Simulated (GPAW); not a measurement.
**WSe2 (P6_3/mmc): one start, several treatments of the self-energy**

Wanted: the gap of WSe2 (P6_3/mmc) under several approximations, with cost.

Main program and level: GPAW 26.7.0; PBE and many-body steps on it, plane waves.

Most raw output is cut from this account.

The database entry behind the starting cell differs from later determinations by our own check (a about 0.2 % long), so it need not match the best structure at ambient conditions.

## 1. The starting structure

It takes space group P6_3/mmc (No. 194, hexagonal). Conventional cell: a = 3.290 Å, b = 3.290 Å, c = 12.970 Å, α = 90.00°, β = 90.00°, γ = 120.00°. Nearest to W lie 6 Se at 2.53 Å. Nearest to Se lie 3 W at 2.53 Å. Farther neighbours and most contacts between anions are not listed.

Coordinates:

```
W Se
1.0
     3.29000    0.00000    0.00000
    -1.64500    2.84922    0.00000
     0.00000    0.00000   12.97000
W Se
2 4
Direct
  0.33333 0.66667 0.25000
  0.66667 0.33333 0.75000
  0.33333 0.66667 0.62100
  0.66667 0.33333 0.12100
  0.33333 0.66667 0.87900
  0.66667 0.33333 0.37900
```

The cell and positions come from the Crystallography Open Database and are kept as given unless a step says otherwise. Spin-orbit coupling is left out unless a step names it.

## 2. Empty states on the mesh, 6×6×1 mesh, 286 bands

This step: GPAW 26.7.0; DFT, PBE, plane waves, PAW.

The sums over transitions need many empty states on a uniform mesh; this step solves for them.

run.py reads:

```python
import json
import numpy as np
from gpaw.mpi import world
from gpaw import GPAW

calc = GPAW('gs.gpw').fixed_density(kpts={'size': (6, 6, 1), 'gamma': True},
    parallel={'domain': 1, 'band': 1},
    txt='nscf.txt')
calc.diagonalize_full_hamiltonian(nbands=286)
calc.write('full.gpw', mode='all')
res = {}
kpts = calc.get_ibz_k_points()
res['kpts'] = kpts
res['eigenvalues'] = [calc.get_eigenvalues(kpt=k) for k in range(len(kpts))]
res['n_electrons'] = calc.get_number_of_electrons()

if world.rank == 0:
    with open('result.json', 'w') as f:
        json.dump(res, f, default=lambda x: x.tolist())
```

Command:

```
$ mpirun -n 4 gpaw python run.py
```

It took 41 s on 4 MPI ranks of Arm Neoverse V1, shared host; peak memory 2.7 GiB; 2.7 min of CPU time.

Numbers from this step:

```yaml
gap: 0.9662 eV
k_of_the_valence_top: 0, 0, 0
k_of_the_conduction_bottom: 0.3333, -0.1667, 0
least_direct_gap: 1.524 eV
k_points_computed: 7
lowest_point_of_the_top_converged_band_above_the_valence_top: 83.3490 eV
```

On this mesh the gap is 0.966 eV.

## 3. G0W0, Godby-Needs plasmon pole

G0W0 replaces the xc potential by the self-energy, built once from these orbitals. Only a window of levels is corrected, while the sums run over the empty bands that the input names.

This step: G0W0 on PBE, plane waves, PAW.

run.py reads:

```python
import json
import numpy as np
from gpaw.mpi import world
from gpaw.response.g0w0 import G0W0

gw = G0W0('full.gpw',
    filename='gw',
    kpts=[0, 2, 4],
    bands=(24, 28),
    ecut=100,
    nbands=276,
    integrate_gamma='WS',
    ppa=True)
gw.calculate()
res = {mode: {k: v for k, v in r.items() if k != 'sigma_eskwn'}
       for mode, r in gw.all_results.items()}

if world.rank == 0:
    with open('result.json', 'w') as f:
        json.dump(res, f, default=lambda x: x.tolist())
```

Command:

```
$ mpirun -n 4 gpaw python run.py
```

Run time: 2.8 min. Hardware: 4 MPI ranks; peak memory 1.8 GiB; 11 min of CPU time.

This step gave:

```
G0W0 gap on the points computed              : 1.252 eV
least direct G0W0 gap on the computed points : 2.041 eV
Z at the valence top                         : 0.7890
Z at the conduction bottom                   : 0.7964
starting gap on the mesh                     : 0.9662 eV
k of the valence top                         : 0, 0, 0
k of the conduction bottom                   : 0.3333, -0.1667, 0
```

The gap on the mesh goes from 0.97 eV to 1.25 eV, a correction of +0.29 eV.

## 4. G0W0, full frequency, Hilbert transform

Edit run.py of step 3 so:

```diff
@@ -12,3 +12,5 @@
     integrate_gamma='WS',
-    ppa=True)
+    frequencies={'type': 'nonlinear', 'domega0': 0.1, 'omega2': 15.0},
+    eta=0.1,
+    nblocksmax=True)
 gw.calculate()
```

Command:

```
$ mpirun -n 4 gpaw python run.py
```

Run time: 5.6 min. Hardware: 4 MPI ranks; peak memory 3.2 GiB; 22 min of CPU time.

Numbers from this step:

```
G0W0 gap on the points computed              : 1.236 eV
least direct G0W0 gap on the computed points : 1.993 eV
Z at the valence top                         : 0.7540
Z at the conduction bottom                   : 0.7666
starting gap on the mesh                     : 0.9662 eV
k of the valence top                         : 0, 0, 0
k of the conduction bottom                   : 0.3333, -0.1667, 0
```

Against G0W0 in GPAW (6×6×1 mesh, 276 bands, screening to 100 eV, Godby-Needs plasmon pole), the gap moves by −0.015 eV.

## 5. G0W0, multipole

Edit run.py of step 4 so:

```diff
@@ -12,5 +12,3 @@
     integrate_gamma='WS',
-    frequencies={'type': 'nonlinear', 'domega0': 0.1, 'omega2': 15.0},
-    eta=0.1,
-    nblocksmax=True)
+    mpa={'npoles': 4, 'wrange': [0, 40], 'varpi': 20.0, 'eta0': 0.01, 'eta_rest': 1.0, 'alpha': 1})
 gw.calculate()
```

Command:

```
$ mpirun -n 4 gpaw python run.py
```

Wall time 5.1 min (4 MPI ranks); peak memory 1.9 GiB; 21 min of CPU time.

Numbers from this step:

```yaml
g0w0_gap_on_the_points_computed: 1.232 eV
least_direct_g0w0_gap_on_the_computed_points: 1.993 eV
starting_gap_on_the_mesh: 0.9662 eV
k_of_the_valence_top: 0, 0, 0
k_of_the_conduction_bottom: 0.3333, -0.1667, 0
```

Against G0W0 in GPAW (6×6×1 mesh, 276 bands, screening to 100 eV, Godby-Needs plasmon pole), the gap moves by −0.020 eV.

## 6. The runs together

Times are wall times on 4 MPI ranks of Arm Neoverse V1, shared host, good to a factor of about two.

```tsv
run	mesh	bands	screening cutoff (eV)	DFT gap (eV)	gap on the mesh (eV)	direct (eV)	time
G0W0, Godby-Needs plasmon pole	6×6×1	276	100	0.966	1.252	2.041	2.8 min
G0W0, full frequency, Hilbert transform	6×6×1	276	100	0.966	1.236	1.993	5.6 min
G0W0, multipole	6×6×1	276	100	0.966	1.232	1.993	5.1 min
```

## 7. What came out

```json
{
  "G0W0, Godby-Needs plasmon pole": "1.252 eV",
  "G0W0, full frequency, Hilbert transform": "1.236 eV",
  "G0W0, multipole": "1.232 eV",
  "known limits": "not at the basis limit; no spin-orbit coupling; coarse k mesh"
}
```

What this shows: G0W0, full frequency, Hilbert transform: −0.015 eV against G0W0, Godby-Needs plasmon pole. G0W0, multipole: −0.020 eV against G0W0, Godby-Needs plasmon pole. Bands and cutoff are finite, so the gap is not at the basis limit. The miss can reach some tenths of an eV and take either sign; the mesh is an error of its own. These stock PAW sets were not made for GW; the filled d or f shell of Se and W lies in the frozen core, which bears on start and correction. In the G0W0 runs levels were corrected at 3 k points alone, so a gap called «on the mesh» is the least over those, and an edge elsewhere would be missed. The 6×6×1 mesh is coarse for this cell, which bears on the long-range parts of exchange and screening. The many-body steps are scalar-relativistic: spin-orbit coupling is not in them.

[Paths, hosts, dates, memory and timing lines, banners, echoed tables and standing remarks are left out of the program output.]

[Logs are printed without paths, hosts, clocks, repeated set-up lines and the standing remarks that a program may print on its own settings, such as how far it seeks lower states.]

[Runs of the session that timed out or met a known fault of the program may be left out.]

[Hosts, paths, dates, database ids (printed as entryN), source tags and the programs' standing remarks are cut or masked in the printed files.]
